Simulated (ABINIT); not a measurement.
Planning a run of ABINIT 10.8.3 on Te (P3_121). The input:

```
acell 3*1.0 Angstrom
rprim 
  4.457199999972 0.000000000006 0.000000000000
  -2.228599999992 3.860048429721 0.000000000000
  0.000000000000 0.000000000000 5.929000000000
ntypat 1
znucl 52
natom 3
typat 1 1 1
xred 
  0.263300000000 0.000000000000 0.333333333333
  -0.000000000000 0.263300000000 0.666666666667
  0.736700000000 0.736700000000 -0.000000000000
pp_dirpath "pseudos"
pseudos "Te.upf"
ecut 39
ngkpt 3 3 2
nshiftk 1
shiftk 0 0 0
kptopt 1
chksymbreak 0
istwfk *1
occopt 1
irdwfk 1
optdriver 3
nband 130
ecuteps 3.9
inclvkb 2
awtr 1
symchi 1
gwcalctyp 10
mbpt_sciss 0.438 eV
nqptdm 1
qptdm 
  0 0 0
indata_prefix "in"
outdata_prefix "out"
tmpdata_prefix "tmp"
```

```sh
OMP_NUM_THREADS=1 mpirun -n 8 abinit run.abi > log
```

**Question.** Estimate wall time and host memory on 8 MPI ranks of Intel Xeon 6975P-C (Granite Rapids), shared host.

It took 38 s; on shared hardware allow 19 s to 77 s. Peak host memory was 2.4 GiB.

[Paths, hosts, dates, memory and timing lines, banners, echoed tables and standing remarks are left out of the program output.]

[Logs are printed without paths, hosts, clocks, repeated set-up lines and the standing remarks that a program may print on its own settings, such as how far it seeks lower states.]

[Runs of the session that timed out or met a known fault of the program may be left out.]

[Hosts, paths, dates, database ids (printed as entryN), source tags and the programs' standing remarks are cut or masked in the printed files.]

[G0W0 gaps are taken among the corrected bands and points alone; a level outside them can change the order at an edge.]

[Where Ansatz stands beside ABINIT at settings called matched, ABINIT's density can come from a denser mesh and the files from another edition; pairs whose starting gaps differed by over 0.03 eV were left out, so agreement reads better than it is.]
